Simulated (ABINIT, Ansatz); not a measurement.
# Quasiparticle gap of CsSrF3 (Pm-3m) in ABINIT, part 2 of 3

Aim: the G0W0 gap of CsSrF3 (Pm-3m) on LDA, step by step.

ABINIT 10.8.3; LDA and many-body steps on it, plane waves. Known limits of the many-body steps: not at the basis limit; no spin-orbit coupling; coarse k mesh.

So far. Step 2 (Ground state): The gap is direct, at Γ.

### 3. Bands along the symmetry lines

Level of this step: DFT, LDA, plane waves, norm-conserving pseudopotentials (ABINIT).

The cheap functional maps the bands first; the places of the edges decide which points the dearer methods must see.

run.abi reads:

```
acell 3*1.0 Angstrom
rprim 
  4.763247010000 0.000000000000 0.000000000000
  0.000000000000 4.763247010000 0.000000000000
  0.000000000000 0.000000000000 4.763247010000
ntypat 3
znucl 55 38 9
natom 5
typat 1 2 3 3 3
xred 
  0.000000000000 0.000000000000 0.000000000000
  0.500000000000 0.500000000000 0.500000000000
  0.000000000000 0.500000000000 0.500000000000
  0.500000000000 0.000000000000 0.500000000000
  0.500000000000 0.500000000000 0.000000000000
pp_dirpath "pseudos"
pseudos "Cs.upf, Sr.upf, F.upf"
ecut 36
iscf -2
irdden 1
kptopt 0
nkpt 50
kpt 
  0.00000000 0.00000000 0.00000000
  0.00000000 0.06250000 0.00000000
  0.00000000 0.12500000 0.00000000
  0.00000000 0.18750000 0.00000000
  0.00000000 0.25000000 0.00000000
  0.00000000 0.31250000 0.00000000
  0.00000000 0.37500000 0.00000000
  0.00000000 0.43750000 0.00000000
  0.00000000 0.50000000 0.00000000
  0.06250000 0.50000000 0.00000000
  0.12500000 0.50000000 0.00000000
  0.18750000 0.50000000 0.00000000
  0.25000000 0.50000000 0.00000000
  0.31250000 0.50000000 0.00000000
  0.37500000 0.50000000 0.00000000
  0.43750000 0.50000000 0.00000000
  0.50000000 0.50000000 0.00000000
  0.43750000 0.43750000 0.00000000
  0.37500000 0.37500000 0.00000000
  0.31250000 0.31250000 0.00000000
  0.25000000 0.25000000 0.00000000
  0.18750000 0.18750000 0.00000000
  0.12500000 0.12500000 0.00000000
  0.06250000 0.06250000 0.00000000
  0.00000000 0.00000000 0.00000000
  0.06250000 0.06250000 0.06250000
  0.12500000 0.12500000 0.12500000
  0.18750000 0.18750000 0.18750000
  0.25000000 0.25000000 0.25000000
  0.31250000 0.31250000 0.31250000
  0.37500000 0.37500000 0.37500000
  0.43750000 0.43750000 0.43750000
  0.50000000 0.50000000 0.50000000
  0.43750000 0.50000000 0.43750000
  0.37500000 0.50000000 0.37500000
  0.31250000 0.50000000 0.31250000
  0.25000000 0.50000000 0.25000000
  0.18750000 0.50000000 0.18750000
  0.12500000 0.50000000 0.12500000
  0.06250000 0.50000000 0.06250000
  0.00000000 0.50000000 0.00000000
  0.50000000 0.50000000 0.50000000
  0.50000000 0.50000000 0.43750000
  0.50000000 0.50000000 0.37500000
  0.50000000 0.50000000 0.31250000
  0.50000000 0.50000000 0.25000000
  0.50000000 0.50000000 0.18750000
  0.50000000 0.50000000 0.12500000
  0.50000000 0.50000000 0.06250000
  0.50000000 0.50000000 0.00000000
istwfk *1
nband 27
nbdbuf 2
tolwfr 1e-08
nstep 40
prtwf 0
prtvol 0
indata_prefix "in"
outdata_prefix "out"
tmpdata_prefix "tmp"
```

On the command line:

```console
OMP_NUM_THREADS=1 mpirun -n 4 abinit run.abi > log
```

Numbers of over 12 decimals in the logs are rounded to 6 here.

The program printed:

```text
.Version 10.8.3 of ABINIT. v10.8.2 released Aug 2026.

 Symmetries : space group Pm -3 m (#221); Bravais cP (primitive cubic)
[... echo of the input left out ...]
== DATASET  1 ==================================================================
-   mpi_nproc: 4, omp_nthreads: 1 (-1 if OMP is not activated)

--- !DatasetInfo
iteration_state: {dtset: 1, }
dimensions: {natom: 5, nkpt: 50, mband: 27, nsppol: 1, nspinor: 1, nspden: 1, mpw: 7568, }
cutoff_energies: {ecut:  36.0, pawecutdg:  -1.0, }
electrons: {nelect:   4.00000000E+01, charge:   0.00000000E+00, occopt:   1.00000000E+00, tsmear:   1.00000000E-02, }

 Real(R)+Recip(G) space primitive vectors, cartesian coordinates (Bohr,Bohr^-1):
 R(1)=  9.0012323  0.0000000  0.0000000  G(1)=  0.1110959  0.0000000  0.0000000
 R(2)=  0.0000000  9.0012323  0.0000000  G(2)=  0.0000000  0.1110959  0.0000000
 R(3)=  0.0000000  0.0000000  9.0012323  G(3)=  0.0000000  0.0000000  0.1110959
 Unit cell volume ucvol=  7.2929949E+02 bohr^3
 Angles (23,13,12)=  9.00000000E+01  9.00000000E+01  9.00000000E+01 degrees

 getcut: wavevector=  0.0000  0.0000  0.0000  ngfft=  50  50  50
         ecut(hartree)=     36.000   => boxcut(ratio)=   2.05661

--- Pseudopotential description ------------------------------------------------
- Cs Generated using ONCVPSP code by D. R. Hamann
- 55.00000   9.00000  201201                  znucl, zion, pspdat
12 -1012 3 -1 2328                            pspcod,pspxc,lmax,lloc,mmax
     nproj     2     2     2     2
  pspatm : epsatm=   21.68725381
         --- l  ekb(1:nproj) -->
             0    6.247599    0.778427
             1    6.343167    0.797067
             2    3.778962    0.917083
[...]
pspatm: atomic psp has been read  and splines computed

- Sr Generated using ONCVPSP code by D. R. Hamann
- 38.00000  10.00000  180309                  znucl, zion, pspdat
12 -1012 2 -1 1812                            pspcod,pspxc,lmax,lloc,mmax
     nproj     2     2     2     0
  pspatm : epsatm=   12.22067766
         --- l  ekb(1:nproj) -->
[...]
pspatm: atomic psp has been read  and splines computed

- F Generated using ONCVPSP code by D. R. Hamann
-  9.00000   7.00000  201202                  znucl, zion, pspdat
12 -1012 2 -1 824                             pspcod,pspxc,lmax,lloc,mmax
     nproj     2     2     1     0
  pspatm : epsatm=    4.94580260
         --- l  ekb(1:nproj) -->
[...]
2   -2.364936
 pspatm: atomic psp has been read  and splines computed

--------------------------------------------------------------------------------

================================================================================
 prteigrs : about to open file out_EIG
 Non-SCF case, kpt    1 (  0.00000  0.00000  0.00000), residuals and eigenvalues=
  7.20E-09  6.05E-09  3.85E-09  6.33E-09  9.83E-09  6.15E-09  7.45E-09  9.43E-09
[...]
Non-SCF case, kpt   49 (  0.50000  0.50000  0.06250), residuals and eigenvalues=
[...]
Non-SCF case, kpt   50 (  0.50000  0.50000  0.00000), residuals and eigenvalues=
[...]
-4.6085E-02 -4.3854E-02 -2.3392E-02 -2.3392E-02 -1.0363E-02 -1.0363E-02
 -3.0448E-03 -2.5140E-03  2.9555E-01  3.1067E-01  3.2700E-01  3.2700E-01
[...]
--- !ResultsGS
iteration_state: {dtset: 1, }
comment   : Summary of ground state results
lattice_vectors:
- [  9.0012323,   0.0000000,   0.0000000, ]
- [  0.0000000,   9.0012323,   0.0000000, ]
- [  0.0000000,   0.0000000,   9.0012323, ]
lattice_lengths: [   9.00123,    9.00123,    9.00123, ]
lattice_angles: [ 90.000,  90.000,  90.000, ] # degrees, (23, 13, 12)
lattice_volume:   7.2929949E+02
convergence: {deltae:  0.000E+00, res2:  0.000E+00, residm:  9.972E-09, diffor:  0.000E+00, }
etotal    :  -1.31813706E+02
entropy   :   0.00000000E+00
fermie    :  -1.78983471E-03
cartesian_stress_tensor: null
pressure_GPa: null
xred      :
- [  0.0000E+00,   0.0000E+00,   0.0000E+00, Cs]
- [  5.0000E-01,   5.0000E-01,   5.0000E-01, Sr]
- [  0.0000E+00,   5.0000E-01,   5.0000E-01,  F]
- [  5.0000E-01,   0.0000E+00,   5.0000E-01,  F]
- [  5.0000E-01,   5.0000E-01,   0.0000E+00,  F]
cartesian_forces: null
force_length_stats: {min: null, max: null, mean: null, }

 Integrated electronic density in atomic spheres:
 ------------------------------------------------
 Atom  Sphere_radius  Integrated_density
[...]
================================================================================

 ----iterations are completed or convergence reached----

 Mean square residual over all n,k,spin=   68.582E-10; max=  99.716E-10
 reduced coordinates (array xred) for    5 atoms
[...]
cartesian coordinates (angstrom) at end:
    1      0.000000     0.000000     0.000000
    2      2.381624     2.381624     2.381624
    3      0.000000     2.381624     2.381624
    4      2.381624     0.000000     2.381624
    5      2.381624     2.381624     0.000000
 length scales=  1.889726125908  1.889726125908  1.889726125908 bohr
              =  1.000000000000  1.000000000000  1.000000000000 angstroms
 prteigrs : about to open file out_EIG
 Eigenvalues (hartree) for nkpt=  50  k points:
 kpt#   1, nband= 27, wtk=  1.00000, kpt=  0.0000  0.0000  0.0000 (reduced coord)
[...]
kpt#   2, nband= 27, wtk=  1.00000, kpt=  0.0000  0.0625  0.0000 (reduced coord)
[...]
kpt#   3, nband= 27, wtk=  1.00000, kpt=  0.0000  0.1250  0.0000 (reduced coord)
[...]
kpt#  49, nband= 27, wtk=  1.00000, kpt=  0.5000  0.5000  0.0625 (reduced coord)
[...]
0.39430    0.39600    0.39600
 kpt#  50, nband= 27, wtk=  1.00000, kpt=  0.5000  0.5000  0.0000 (reduced coord)
[...]
-0.17599   -0.17599   -0.16444   -0.04889   -0.04608   -0.04385   -0.02339   -0.02339
  -0.01036   -0.01036   -0.00304   -0.00251    0.29555    0.31067    0.32700    0.32700
   0.39359    0.39813    0.39813

== END DATASET(S) ==============================================================
================================================================================

 -outvars: echo values of variables after computation  --------
            nband          27
             nkpt          50
          spgroup         221
 [... the other variables as echoed above ...]

 Calculation completed.
```

Run time: 2.3 min. Hardware: 4 MPI ranks of Intel Xeon Platinum 8259CL at 2.50GHz (Skylake/Cascade Lake), shared host; peak memory 0.48 GiB; 9 min of CPU time.

This step gave:

| Item | Value |
| --- | --- |
| gap | 6.076 eV |
| k of the valence top | 0, 0, 0 |
| k of the conduction bottom | 0, 0, 0 |
| least direct gap | 6.076 eV |

The gap is 6.076 eV, as in the run before at this level.

The electronic bands at the labelled points (eV, zero at the top of the highest filled band):

| point | band 17 | band 18 | band 19 | band 20 | band 21 | band 22 | band 23 | band 24 |
| --- | --- | --- | --- | --- | --- | --- | --- | --- |
| Γ | -0.26 | 0.00 | 0.00 | 0.00 | 6.08 | 7.63 | 7.63 | 8.57 |
| halfway | -0.33 | -0.33 | -0.01 | -0.01 | 6.84 | 8.00 | 8.28 | 8.87 |
| X | -0.40 | -0.40 | -0.01 | -0.01 | 7.75 | 8.45 | 9.08 | 9.40 |
| halfway | -0.35 | -0.32 | -0.11 | -0.03 | 8.22 | 8.54 | 9.08 | 9.10 |
| M | -0.23 | -0.23 | -0.03 | -0.02 | 8.09 | 8.50 | 8.95 | 8.95 |
| halfway | -0.41 | -0.28 | -0.13 | -0.02 | 7.44 | 8.37 | 8.77 | 8.81 |
| Γ | -0.26 | 0.00 | 0.00 | 0.00 | 6.08 | 7.63 | 7.63 | 8.57 |
| halfway | -0.56 | -0.18 | -0.18 | -0.17 | 7.94 | 8.83 | 8.83 | 9.14 |
| R | -0.62 | -0.01 | -0.01 | -0.01 | 8.41 | 8.41 | 8.41 | 10.33 |
| halfway | -0.53 | -0.23 | -0.13 | -0.12 | 8.43 | 8.80 | 9.01 | 9.08 |
| X | -0.40 | -0.40 | -0.01 | -0.01 | 7.75 | 8.45 | 9.08 | 9.40 |
| jump to R | -0.62 | -0.01 | -0.01 | -0.01 | 8.41 | 8.41 | 8.41 | 10.33 |
| halfway | -0.60 | -0.13 | -0.13 | -0.02 | 8.28 | 8.72 | 8.72 | 9.17 |
| M | -0.23 | -0.23 | -0.03 | -0.02 | 8.09 | 8.50 | 8.95 | 8.95 |

### 4. Empty states on the mesh, 2×2×2 mesh, 213 bands

The sums over transitions need many empty states on a uniform mesh; this step solves for them.

run.abi reads:

```
acell 3*1.0 Angstrom
rprim 
  4.763247010000 0.000000000000 0.000000000000
  0.000000000000 4.763247010000 0.000000000000
  0.000000000000 0.000000000000 4.763247010000
ntypat 3
znucl 55 38 9
natom 5
typat 1 2 3 3 3
xred 
  0.000000000000 0.000000000000 0.000000000000
  0.500000000000 0.500000000000 0.500000000000
  0.000000000000 0.500000000000 0.500000000000
  0.500000000000 0.000000000000 0.500000000000
  0.500000000000 0.500000000000 0.000000000000
pp_dirpath "pseudos"
pseudos "Cs.upf, Sr.upf, F.upf"
ecut 36
ngkpt 2 2 2
nshiftk 1
shiftk 0 0 0
kptopt 1
chksymbreak 0
iscf -2
irdden 1
istwfk *1
nband 213
nbdbuf 18
tolwfr 1e-09
nstep 60
prtvol 0
indata_prefix "in"
outdata_prefix "out"
tmpdata_prefix "tmp"
```

The program printed:

```text
.Version 10.8.3 of ABINIT. v10.8.2 released Aug 2026.

 Symmetries : space group Pm -3 m (#221); Bravais cP (primitive cubic)
[... echo of the input left out ...]
== DATASET  1 ==================================================================
-   mpi_nproc: 4, omp_nthreads: 1 (-1 if OMP is not activated)

--- !DatasetInfo
iteration_state: {dtset: 1, }
dimensions: {natom: 5, nkpt: 4, mband: 213, nsppol: 1, nspinor: 1, nspden: 1, mpw: 7568, }
cutoff_energies: {ecut:  36.0, pawecutdg:  -1.0, }
electrons: {nelect:   4.00000000E+01, charge:   0.00000000E+00, occopt:   1.00000000E+00, tsmear:   1.00000000E-02, }

 Real(R)+Recip(G) space primitive vectors, cartesian coordinates (Bohr,Bohr^-1):
 R(1)=  9.0012323  0.0000000  0.0000000  G(1)=  0.1110959  0.0000000  0.0000000
 R(2)=  0.0000000  9.0012323  0.0000000  G(2)=  0.0000000  0.1110959  0.0000000
 R(3)=  0.0000000  0.0000000  9.0012323  G(3)=  0.0000000  0.0000000  0.1110959
 Unit cell volume ucvol=  7.2929949E+02 bohr^3
 Angles (23,13,12)=  9.00000000E+01  9.00000000E+01  9.00000000E+01 degrees

 getcut: wavevector=  0.0000  0.0000  0.0000  ngfft=  50  50  50
         ecut(hartree)=     36.000   => boxcut(ratio)=   2.05661

--- Pseudopotential description ------------------------------------------------
- Cs Generated using ONCVPSP code by D. R. Hamann
- 55.00000   9.00000  201201                  znucl, zion, pspdat
12 -1012 3 -1 2328                            pspcod,pspxc,lmax,lloc,mmax
     nproj     2     2     2     2
  pspatm : epsatm=   21.68725381
         --- l  ekb(1:nproj) -->
             0    6.247599    0.778427
             1    6.343167    0.797067
             2    3.778962    0.917083
[...]
pspatm: atomic psp has been read  and splines computed

- Sr Generated using ONCVPSP code by D. R. Hamann
- 38.00000  10.00000  180309                  znucl, zion, pspdat
12 -1012 2 -1 1812                            pspcod,pspxc,lmax,lloc,mmax
     nproj     2     2     2     0
  pspatm : epsatm=   12.22067766
         --- l  ekb(1:nproj) -->
[...]
pspatm: atomic psp has been read  and splines computed

- F Generated using ONCVPSP code by D. R. Hamann
-  9.00000   7.00000  201202                  znucl, zion, pspdat
12 -1012 2 -1 824                             pspcod,pspxc,lmax,lloc,mmax
     nproj     2     2     1     0
  pspatm : epsatm=    4.94580260
         --- l  ekb(1:nproj) -->
[...]
2   -2.364936
 pspatm: atomic psp has been read  and splines computed

--------------------------------------------------------------------------------

================================================================================
 prteigrs : about to open file out_EIG
 Non-SCF case, kpt    1 (  0.00000  0.00000  0.00000), residuals and eigenvalues=
  3.21E-10  2.30E-10  1.56E-10  2.29E-10  2.14E-10  1.93E-10  2.26E-10  3.91E-10
  7.01E-11  1.16E-10  1.81E-10  1.74E-10  1.48E-10  1.91E-10  1.81E-10  1.57E-10
  2.30E-10  1.57E-10  2.71E-10  3.33E-10  8.51E-11  5.77E-11  1.66E-10  5.39E-11
[...]
4.33E-05  1.42E-04  3.48E-04  5.59E-06  3.81E-05
 -1.0895E+00 -6.8337E-01 -6.8010E-01 -6.8010E-01 -6.5291E-01 -4.3974E-01
 -4.3974E-01 -4.3974E-01 -1.6924E-01 -1.6924E-01 -1.6924E-01 -1.3834E-02
 -1.3834E-02 -1.3834E-02 -1.1171E-02 -1.1171E-02 -1.1171E-02 -1.7898E-03
[...]
2.8323E+00  2.8323E+00  2.8676E+00  2.8676E+00  2.8676E+00  2.9029E+00
  2.9029E+00  2.9029E+00  2.9077E+00  2.9077E+00  2.9566E+00  2.9573E+00
[...]
prteigrs : prtvol=0 or 1, do not print more k-points.

--- !ResultsGS
iteration_state: {dtset: 1, }
comment   : Summary of ground state results
lattice_vectors:
- [  9.0012323,   0.0000000,   0.0000000, ]
- [  0.0000000,   9.0012323,   0.0000000, ]
- [  0.0000000,   0.0000000,   9.0012323, ]
lattice_lengths: [   9.00123,    9.00123,    9.00123, ]
lattice_angles: [ 90.000,  90.000,  90.000, ] # degrees, (23, 13, 12)
lattice_volume:   7.2929949E+02
convergence: {deltae:  0.000E+00, res2:  0.000E+00, residm:  9.951E-10, diffor:  0.000E+00, }
etotal    :  -1.31813706E+02
entropy   :   0.00000000E+00
fermie    :  -1.78983471E-03
cartesian_stress_tensor: null
pressure_GPa: null
xred      :
- [  0.0000E+00,   0.0000E+00,   0.0000E+00, Cs]
- [  5.0000E-01,   5.0000E-01,   5.0000E-01, Sr]
- [  0.0000E+00,   5.0000E-01,   5.0000E-01,  F]
- [  5.0000E-01,   0.0000E+00,   5.0000E-01,  F]
- [  5.0000E-01,   5.0000E-01,   0.0000E+00,  F]
cartesian_forces: null
force_length_stats: {min: null, max: null, mean: null, }

 Integrated electronic density in atomic spheres:
 ------------------------------------------------
 Atom  Sphere_radius  Integrated_density
[...]
================================================================================

 ----iterations are completed or convergence reached----

 Mean square residual over all n,k,spin=   36.153E-11; max=  99.511E-11
 reduced coordinates (array xred) for    5 atoms
[...]
0.500000000000      0.000000000000      0.500000000000
       0.500000000000      0.500000000000      0.000000000000

 cartesian coordinates (angstrom) at end:
    1      0.000000     0.000000     0.000000
    2      2.381624     2.381624     2.381624
    3      0.000000     2.381624     2.381624
    4      2.381624     0.000000     2.381624
    5      2.381624     2.381624     0.000000
 length scales=  1.889726125908  1.889726125908  1.889726125908 bohr
              =  1.000000000000  1.000000000000  1.000000000000 angstroms
 prteigrs : about to open file out_EIG
 Eigenvalues (hartree) for nkpt=   4  k points:
 kpt#   1, nband=213, wtk=  0.12500, kpt=  0.0000  0.0000  0.0000 (reduced coord)
[...]
2.74315    2.74537    2.82045    2.82045    2.82045    2.83230    2.83230    2.83230
   2.86758    2.86758    2.86758    2.90292    2.90292    2.90293    2.90766    2.90766
   2.95659    2.95730    2.95947    2.97235    2.97271
 prteigrs : prtvol=0 or 1, do not print more k-points.

== END DATASET(S) ==============================================================
================================================================================

 -outvars: echo values of variables after computation  --------
            nband         213
             nkpt           4
          spgroup         221
 [... the other variables as echoed above ...]

 Calculation completed.
```

It took 2.7 min on 4 MPI ranks; peak memory 0.51 GiB; 11 min of CPU time.

Numbers from this step:

```
gap                                                           : 6.076 eV
k of the valence top                                          : 0, 0, 0
k of the conduction bottom                                    : 0, 0, 0
least direct gap                                              : 6.076 eV
k points computed                                             : 4
lowest point of the top converged band, above the valence top : 75.5916 eV
```

On this mesh the gap is 6.076 eV.

### 5. Screening, 2×2×2 mesh, 195 bands, screening to 176.9 eV

The RPA dielectric matrix is built and inverted for each q.

This step: RPA screening on LDA, plane waves, norm-conserving pseudopotentials.

run.abi, as its differences from that of step 4:

```diff
@@ -23,10 +23,11 @@
 chksymbreak 0
-iscf -2
-irdden 1
 istwfk *1
-nband 213
-nbdbuf 18
-tolwfr 1e-09
-nstep 60
-prtvol 0
+occopt 1
+irdwfk 1
+optdriver 3
+nband 195
+ecuteps 6.5
+inclvkb 2
+awtr 1
+symchi 1
 indata_prefix "in"
```

The program printed:

```text
.Version 10.8.3 of ABINIT. v10.8.2 released Aug 2026.

 Symmetries : space group Pm -3 m (#221); Bravais cP (primitive cubic)
[... echo of the input left out ...]
== DATASET  1 ==================================================================
-   mpi_nproc: 4, omp_nthreads: 1 (-1 if OMP is not activated)

--- !DatasetInfo
iteration_state: {dtset: 1, }
dimensions: {natom: 5, nkpt: 4, mband: 195, nsppol: 1, nspinor: 1, nspden: 1, mpw: 7568, }
cutoff_energies: {ecut:  36.0, pawecutdg:  -1.0, }
electrons: {nelect:   4.00000000E+01, charge:   0.00000000E+00, occopt:   1.00000000E+00, tsmear:   1.00000000E-02, }

 SCREENING: Calculation of the susceptibility and dielectric matrices

 Based on a program developped by R.W. Godby, V. Olevano, G. Onida, and L. Reining.
 Incorporated in ABINIT by V. Olevano, G.-M. Rignanese, and M. Torrent.
.Using double precision arithmetic ; gwpc =  8

[... cell and pseudopotentials left out ...]
--------------------------------------------------------------------------------

 ==== K-mesh for the wavefunctions ====
 Number of points in the irreducible wedge :     4
[... list of points left out ...]
 Together with 48 symmetry operations and time-reversal symmetry
 yields     8 points in the full Brillouin Zone.

 ==== Q-mesh for the screening function ====
 Number of points in the irreducible wedge :     4
[... list of points left out ...]
 Together with 48 symmetry operations and time-reversal symmetry
 yields     8 points in the full Brillouin Zone.

 setmesh: FFT mesh size selected  =    36x   36x   36
          total number of points  =        46656

 vcoul_init : cutoff-mode = AUXILIARY_FUNCTION
 q-points for optical limit:   1
     1)      0.000010    0.000020    0.000030

- screening: taking advantage of time-reversal symmetry
- Maximum band index for partially occupied states nbvw = 20
- Remaining bands to be divided among processors   nbcw = 175
- Number of bands treated by each node ~43

 Number of electrons calculated from density =   40.0000; Expected =   40.0000
 average of density, n =  0.054847
 r_s =    1.6327
 omega_plasma =   22.5909 [eV]

 calculating chi0 at frequencies [eV] :
  1    0.000000E+00    0.000000E+00
  2    0.000000E+00    2.259085E+01

--------------------------------------------------------------------------------
  q-point number  1        q = ( 0.000000, 0.000000, 0.000000) [r.l.u.]
--------------------------------------------------------------------------------
[... chi0 elements left out ...]
 For q-point:  0.000010 0.000020 0.000030
  dielectric constant =   2.2735
  dielectric constant without local fields =   2.5406

  Average fulfillment of the sum rule on Im[epsilon] for q-point    1 :     68.13  [%]
[... wings left out ...]
  q-point number  2        q = ( 0.500000, 0.000000, 0.000000) [r.l.u.]
--------------------------------------------------------------------------------
[... chi0 elements left out ...]
  Average fulfillment of the sum rule on Im[epsilon] for q-point    2 :     73.67  [%]

 [... 2 further q-points ...]
```

Elapsed: 88 s, on 4 MPI ranks; peak memory 1.5 GiB.

Numbers from this step:

```yaml
eps_infinity_with_local_fields_on_this_mesh_along_the_program_s_q_direction: 2.273
the_same_without_local_fields: 2.541
plasma_frequency: 22.59 eV
plane_waves_in_the_screening_matrix: 587
```

Local fields lower ε∞ by 11 %. On a Γ-centred mesh this coarse the value itself is usually too large, while a short band sum pulls it down.

[end of part 2 of 3]

[Paths, hosts, dates, memory and timing lines, banners, echoed tables and standing remarks are left out of the program output.]

[Logs are printed without paths, hosts, clocks, repeated set-up lines and the standing remarks that a program may print on its own settings, such as how far it seeks lower states.]

[Runs of the session that timed out or met a known fault of the program may be left out.]

[Hosts, paths, dates, database ids (printed as entryN), source tags and the programs' standing remarks are cut or masked in the printed files.]

[G0W0 gaps are taken among the corrected bands and points alone; a level outside them can change the order at an edge.]

[Where Ansatz stands beside ABINIT at settings called matched, ABINIT's density can come from a denser mesh and the files from another edition; pairs whose starting gaps differed by over 0.03 eV were left out, so agreement reads better than it is.]
